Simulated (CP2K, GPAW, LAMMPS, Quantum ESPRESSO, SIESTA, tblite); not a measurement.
**Quantum ESPRESSO on amorphous Si0.7Ge0.3 (120 atoms): settings compared**

How far do other settings of Quantum ESPRESSO move the forces in amorphous Si0.7Ge0.3 (120 atoms)? One run of the same program serves as the yardstick.

Calculated with Quantum ESPRESSO 7.5; the method is named at each step.

## (1) The starting structure

The cell holds 120 atoms: 84 Si and 36 Ge. Its edges and angles: a = 13.770 Å, b = 13.770 Å, c = 13.770 Å, α = 90.0°, β = 90.0°, γ = 90.0°. 120 atoms (84 Si, 36 Ge) placed at random at 3.16 g/cm³, melted at 3500 K for 10 ps at fixed volume with the Tersoff potential (Tersoff, Phys. Rev. B 39, 5566 (1989)). Quenched from 3500 K to 700 K at 1000 K/ps and fixed volume, held 5 ps, then minimised at fixed cell.

The yardstick, on the same geometry:

| Property | Result |
| --- | --- |
| method | Kohn-Sham DFT, PBE, SSSP efficiency 1.3.0 pseudopotentials, plane waves (Quantum ESPRESSO 7.5); sssp-pbe-1.3.0-efficiency, cutoffs 45/360 Ry, Γ point |
| r.m.s. force component | 0.2578 eV/Å |
| longest force | 1.274 eV/Å |
| pressure | -0.913 GPa |
| time | 9.7 min on 8 MPI ranks of Arm Neoverse N1, shared host |
| CPU time | 77 min |

## (2) PBE, gbrv-1.5, 40/200 Ry

Method: Kohn-Sham DFT, PBE, GBRV 1.5 ultrasoft pseudopotentials, plane waves.

pw.in

```
&control
  calculation = 'scf'
  pseudo_dir = './pseudo'
  outdir = './tmp'
  disk_io = 'none'
  tprnfor = .true.
  tstress = .true.
/
&system
  ibrav = 0
  nat = 120
  ntyp = 2
  ecutwfc = 40
  ecutrho = 200
  nosym = .true.
  occupations = 'smearing'
  smearing = 'fd'
  degauss = 0.003675
/
&electrons
  conv_thr = 6.0e-07
  electron_maxstep = 100
  mixing_beta = 0.2
  mixing_mode = 'local-TF'
  diagonalization = 'david'
/
ATOMIC_SPECIES
Si 28.085 Si.upf
Ge 72.630 Ge.upf
CELL_PARAMETERS angstrom
13.77040 0.00000 0.00000
0.00000 13.77040 0.00000
0.00000 0.00000 13.77040
ATOMIC_POSITIONS crystal
Si 0.70179 0.14930 0.14075
Si 0.75761 0.12428 0.40993
Si 0.53433 0.51687 0.17144
Si 0.33316 0.30222 0.61607
Si 0.47122 0.99634 0.82881
Si 0.54710 0.79484 0.45672
Si 0.03694 0.16581 0.24975
Si 0.81897 0.83151 0.16790
Si 0.95998 0.82157 0.61415
Si 0.72998 0.30464 0.21854
Si 0.03034 0.34859 0.90404
Si 0.27776 0.52619 0.21415
Si 0.95528 0.30190 0.04800
Si 0.28705 0.16787 0.71821
Si 0.91629 0.17428 0.37166
Si 0.99580 0.87399 0.13267
Si 0.95706 0.36210 0.66132
Si 0.28654 0.79649 0.41782
Si 0.19935 0.36310 0.37176
Si 0.82317 0.52971 0.15760
Si 0.91969 0.44061 0.81324
Si 0.04709 0.04244 0.12735
Si 0.42155 0.68664 0.39938
Si 0.10295 0.82276 0.52999
Si 0.07643 0.31193 0.16250
Si 0.80684 0.37907 0.07350
Si 0.21929 0.02781 0.13356
Si 0.68572 0.97476 0.17958
Si 0.69843 0.98319 0.34877
Si 0.01513 0.57656 0.53806
Si 0.28163 0.65963 0.99603
Si 0.14745 0.64292 0.73119
Si 0.13267 0.60260 0.26762
Si 0.85352 0.86090 0.86954
Si 0.80088 0.09687 0.00641
Si 0.22325 0.79708 0.75944
Si 0.83641 0.32324 0.35949
Si 0.36565 0.77732 0.12025
Si 0.54372 0.96426 0.42474
Si 0.39274 0.66571 0.67962
Si 0.57288 0.91876 0.70448
Si 0.44692 0.13810 0.22146
Si 0.25639 0.00504 0.96715
Si 0.27473 0.48028 0.04214
Si 0.05053 0.17456 0.85081
Si 0.66830 0.59092 0.09806
Si 0.76858 0.41440 0.90193
Si 0.88532 0.67829 0.09621
Si 0.28273 0.18330 0.19004
Si 0.09945 0.65640 0.95906
Si 0.96514 0.13457 0.00378
Si 0.56378 0.38240 0.57708
Si 0.66641 0.73636 0.19128
Si 0.73369 0.97908 0.77015
Si 0.49895 0.28936 0.82403
Si 0.25517 0.42530 0.52123
[... 60 atom lines left out ...]
Ge 0.67125 0.81759 0.58827
Ge 0.98548 0.12007 0.52275
Ge 0.22537 0.17140 0.89526
Ge 0.73634 0.65781 0.63612
K_POINTS gamma
```

Run with:

```bash
> OMP_NUM_THREADS=1 mpirun -np 4 pw.x -in pw.in > output.txt
```

The log of the run:

```text
Program PWSCF
     gamma-point specific algorithms are used
     one sub-group per band group will be used
     scalapack distributed-memory algorithm (size of sub-group:  2*  2 procs)
     Parallelization info
     sticks:   dense  smooth     PW     G-vecs:    dense   smooth      PW
     Min        2692    2154    540               210537   150482   18852
     Max        2694    2156    541               210542   150484   18857
     Sum       10773    8621   2161               842161   601933   75421
     bravais-lattice index     =            0
     lattice parameter (alat)  =      26.0223  a.u.
     unit-cell volume          =   17621.2320 (a.u.)^3
     number of atoms/cell      =          120
     number of atomic types    =            2
     number of electrons       =       840.00
     number of Kohn-Sham states=          504
     kinetic-energy cutoff     =      40.0000  Ry
     charge density cutoff     =     200.0000  Ry
     scf convergence threshold =      6.0E-07
     mixing beta               =       0.2000
     number of iterations used =            8  local-TF  mixing
     Exchange-correlation=  SLA  PW   PBX  PBC
                           (   1   4   3   4   0   0   0)
     crystal axes: (cart. coord. in units of alat)
               a(1) = (   1.000000   0.000000   0.000000 )
               a(2) = (   0.000000   1.000000   0.000000 )
               a(3) = (   0.000000   0.000000   1.000000 )
     reciprocal axes: (cart. coord. in units 2 pi/alat)
               b(1) = (  1.000000  0.000000  0.000000 )
               b(2) = (  0.000000  1.000000  0.000000 )
               b(3) = (  0.000000  0.000000  1.000000 )
     PseudoPot. # 1 for Si:
     Pseudo is Ultrasoft + core correction, Zval =  4.0
     PseudoPot. # 2 for Ge:
     Pseudo is Ultrasoft + core correction, Zval = 14.0
     atomic species   valence    mass     pseudopotential
     Si                4.00    28.08500     Si( 1.00)
     Ge               14.00    72.63000     Ge( 1.00)
     No symmetry found
   Cartesian axes
     number of k points=     1  Fermi-Dirac smearing, width (Ry)=  0.0037
                       cart. coord. in units 2pi/alat
        k(    1) = (   0.0000000   0.0000000   0.0000000), wk =   2.0000000
     Dense  grid:   421081 G-vectors     FFT dimensions: ( 120, 120, 120)
     Smooth grid:   300967 G-vectors     FFT dimensions: ( 108, 108, 108)
     Initial potential from superposition of free atoms
     starting charge     839.9122, renormalised to     840.0000
     Starting wfcs are  660 randomized atomic wfcs
     Self-consistent Calculation
     iteration #  1     ecut=    40.00 Ry     beta= 0.20
     Threshold (ethr) on eigenvalues was too large:
     Diagonalizing with lowered threshold
     total energy              =   -8494.85546002 Ry
     estimated scf accuracy    <       2.91542326 Ry
     iteration #  2     ecut=    40.00 Ry     beta= 0.20
     total energy              =   -8494.20691677 Ry
     estimated scf accuracy    <       2.18544347 Ry
     iteration #  3     ecut=    40.00 Ry     beta= 0.20
     total energy              =   -8494.43721901 Ry
     estimated scf accuracy    <       0.08911074 Ry
     iteration #  4     ecut=    40.00 Ry     beta= 0.20
     total energy              =   -8494.43959158 Ry
     estimated scf accuracy    <       0.04908094 Ry
     iteration #  5     ecut=    40.00 Ry     beta= 0.20
     total energy              =   -8494.44420297 Ry
     estimated scf accuracy    <       0.00812566 Ry
     iteration #  6     ecut=    40.00 Ry     beta= 0.20
     total energy              =   -8494.44450132 Ry
     estimated scf accuracy    <       0.00610411 Ry
     iteration #  7     ecut=    40.00 Ry     beta= 0.20
     total energy              =   -8494.44517801 Ry
     estimated scf accuracy    <       0.00083485 Ry
     iteration #  8     ecut=    40.00 Ry     beta= 0.20
     total energy              =   -8494.44529388 Ry
     estimated scf accuracy    <       0.00048413 Ry
     iteration #  9     ecut=    40.00 Ry     beta= 0.20
     total energy              =   -8494.44531426 Ry
     estimated scf accuracy    <       0.00014498 Ry
     iteration # 10     ecut=    40.00 Ry     beta= 0.20
     total energy              =   -8494.44533268 Ry
     estimated scf accuracy    <       0.00002795 Ry
     iteration # 11     ecut=    40.00 Ry     beta= 0.20
     total energy              =   -8494.44533614 Ry
     estimated scf accuracy    <       0.00000949 Ry
     iteration # 12     ecut=    40.00 Ry     beta= 0.20
     total energy              =   -8494.44533881 Ry
     estimated scf accuracy    <       0.00000172 Ry
     iteration # 13     ecut=    40.00 Ry     beta= 0.20
     End of self-consistent calculation
          k = 0.0000 0.0000 0.0000 ( 37711 PWs)   bands (ev):
   -18.1898 -18.1777 -18.1681 -18.1678 -18.1550 -18.1540 -18.1476 -18.1420
   -18.1371 -18.1363 -18.1311 -18.1265 -18.1227 -18.1164 -18.1115 -18.1111
   -18.1101 -18.1092 -18.1039 -18.1015 -18.1004 -18.0997 -18.0977 -18.0944
   -18.0904 -18.0896 -18.0894 -18.0892 -18.0834 -18.0828 -18.0818 -18.0804
   -18.0776 -18.0766 -18.0761 -18.0736 -18.0691 -18.0659 -18.0642 -18.0639
   -18.0638 -18.0613 -18.0595 -18.0589 -18.0585 -18.0584 -18.0576 -18.0555
   -18.0532 -18.0524 -18.0516 -18.0498 -18.0477 -18.0461 -18.0441 -18.0434
   -18.0430 -18.0422 -18.0415 -18.0355 -18.0354 -18.0310 -18.0263 -18.0236
   -18.0213 -18.0207 -18.0201 -18.0187 -18.0187 -18.0155 -18.0143 -18.0118
   -18.0092 -18.0073 -18.0064 -18.0036 -18.0013 -17.9999 -17.9995 -17.9992
   -17.9980 -17.9972 -17.9955 -17.9939 -17.9914 -17.9875 -17.9858 -17.9854
   -17.9833 -17.9827 -17.9794 -17.9791 -17.9787 -17.9783 -17.9759 -17.9752
[...]
8.4380   8.4631   8.5263   8.5461   8.5624   8.6130   8.6550   8.6814
     8.7029   8.7379   8.7405   8.7881   8.8151   8.8388   8.8653   8.9061
     8.9529   8.9598   9.0135   9.0427   9.0766   9.0869   9.1159   9.1452
     9.1567   9.1696   9.2094   9.2372   9.2746   9.2985   9.3102   9.3291
     9.3443   9.3735   9.4132   9.4479   9.4647   9.4977   9.5166   9.5493
     the Fermi energy is     6.5165 ev
!    total energy              =   -8494.44534080 Ry
     estimated scf accuracy    <       0.00000059 Ry
     smearing contrib. (-TS)   =      -0.02448228 Ry
     internal energy E=F+TS    =   -8494.42085851 Ry
     The total energy is F=E-TS. E is the sum of the following terms:
     one-electron contribution =   -6807.58405614 Ry
     hartree contribution      =    3994.34008243 Ry
     xc contribution           =   -2456.55197649 Ry
     ewald contribution        =   -3224.62490831 Ry
     convergence has been achieved in  13 iterations
     Forces acting on atoms (cartesian axes, Ry/au):
     atom    1 type  1   force =     0.00819091   -0.00973944    0.00547398
     atom    2 type  1   force =     0.00284695    0.01925368   -0.01139885
     atom    3 type  1   force =    -0.00231662    0.00571517    0.00456381
     atom    4 type  1   force =    -0.00409733    0.00369364    0.00727232
     atom    5 type  1   force =    -0.00878035    0.01846923   -0.00275814
     atom    6 type  1   force =    -0.00238421    0.01988916   -0.00147297
     atom    7 type  1   force =    -0.00612449   -0.00520235    0.00173613
     atom    8 type  1   force =     0.00456391   -0.00752430   -0.01291773
     atom    9 type  1   force =    -0.01095190    0.00417191    0.02107325
     atom   10 type  1   force =    -0.00323344   -0.01239590    0.00384324
     atom   11 type  1   force =     0.00152727   -0.00056956   -0.00181692
     atom   12 type  1   force =    -0.01195670    0.00679628   -0.00689435
[...]
atom  116 type  2   force =    -0.00694153    0.00303080    0.00055309
     atom  117 type  2   force =    -0.00895429    0.00001499    0.01063465
     atom  118 type  2   force =     0.01166381    0.00707183    0.01387372
     atom  119 type  2   force =     0.01686480   -0.00196494   -0.00208651
     atom  120 type  2   force =    -0.00069727   -0.00877889   -0.00292707
     Total force =     0.190485     Total SCF correction =     0.002074
     Computing stress (Cartesian axis) and pressure
          total   stress  (Ry/bohr**3)                   (kbar)     P=       -9.05
   0.00000164   0.00000540   0.00003812            0.24        0.79        5.61
   0.00000540  -0.00006122  -0.00006409            0.79       -9.01       -9.43
   0.00003812  -0.00006409  -0.00012498            5.61       -9.43      -18.39
     Message from routine punch:
     Nothing written, as per user request (disk_io='none')
```

Run time: 12 min. Hardware: 4 MPI ranks of Arm Neoverse N1, shared host; peak memory 4.7 GiB; 49 min of CPU time.

Banners, paths, timers and routine set-up lines are dropped from the logs unmarked, and long logs keep their key lines alone; longer cuts are marked.

Against the reference:

```
r.m.s. force component                  : 0.2581 eV/Å
r.m.s. difference of force components   : 3.217 meV/Å
longest difference of force vectors     : 19.78 meV/Å
force difference over r.m.s. force      : 1.248 %
slope of forces against the reference's : 1.001
correlation of force components         : 0.9999
pressure                                : -0.9053 GPa
pressure difference                     : 0.0077 GPa
```

Length of the force difference by element (eV/Å):

| element | atoms | mean | most |
| --- | --- | --- | --- |
| Ge | 36 | 0.0061 | 0.020 |
| Si | 84 | 0.0045 | 0.0095 |

Local excerpt of 10 atoms (numbers count through the whole input) about Si50, which has 5 bonded neighbours where the commonest count for Si is 4; x, y, z are measured from there.

| atom | x | y | z | distance (Å) | bonds | Fx | Fy | Fz (eV/Å) |
| --- | --- | --- | --- | --- | --- | --- | --- | --- |
| Si50 | 0.00 | 0.00 | 0.00 | 0.00 | 5 | 0.85 | 0.25 | 0.17 |
| Ge104 | -0.58 | 0.54 | 2.38 | 2.51 | 4 | 0.26 | -0.10 | -0.06 |
| Si31 | 2.51 | 0.04 | 0.51 | 2.56 | 4 | -0.34 | 0.10 | 0.09 |
| Ge112 | 0.66 | -2.44 | -0.54 | 2.58 | 4 | -0.36 | -0.20 | 0.55 |
| Si77 | -1.61 | -0.68 | -1.94 | 2.60 | 5 | -0.08 | -0.24 | -0.27 |
| Ge116 | -1.08 | 2.38 | -0.06 | 2.61 | 4 | -0.18 | 0.08 | 0.01 |
| Si32 | 0.66 | -0.19 | -3.14 | 3.21 | 4 | -0.18 | -0.09 | 0.03 |
| Ge86 | -3.40 | 0.37 | -0.54 | 3.46 | 4 | -0.19 | 0.00 | -0.14 |
| Si48 | -2.95 | 0.30 | 1.89 | 3.51 | 4 | 0.19 | 0.18 | 0.14 |
| Si44 | 2.41 | -2.43 | 1.14 | 3.61 | 5 | 0.09 | 0.75 | 0.53 |

Forces lie 1.2 % from the reference's, at 0.63 times its CPU time (on 4 against 8 cores).

## (3) What came out

```json
{
 "force difference from the reference": "QE PBE, gbrv-1.5, 40/200 Ry, 1.2 %",
 "its CPU time": "49 min"
}
```

PBE on plane waves or a grid with other potentials, cutoffs or grids differs from the reference by 1.2 % (QE PBE, gbrv-1.5, 40/200 Ry) of the r.m.s. force; this holds the reference's own error, so differences of a few per cent don't tell which side is nearer the exact PBE result. The reference's pressure holds the uncorrected Pulay stress of its 45 Ry basis, so small pressure differences, and their order, may be the reference's own error. The quench rate of 1000 K/ps is many orders above laboratory rates, so the cell is likely richer in defects and strain than a real sample. The network of bonds at the start is that of the classical potential that made the cell, and needn't be the one that DFT or experiment would give. The electronic-structure runs sample only Γ, in a cell whose shortest periodic width is 14 Å, which is coarse for a cell with partly filled levels.

[Also dropped from logs without a mark: logging warnings of Python, and SIESTA's first energy breakdown and zero terms.]

[Logs are printed without paths, hosts, clocks, repeated set-up lines and the standing remarks that a program may print on its own settings, such as how far it seeks lower states.]

[Hosts, paths, dates, database ids (printed as entryN), source tags and the programs' standing remarks are cut or masked in the printed files.]
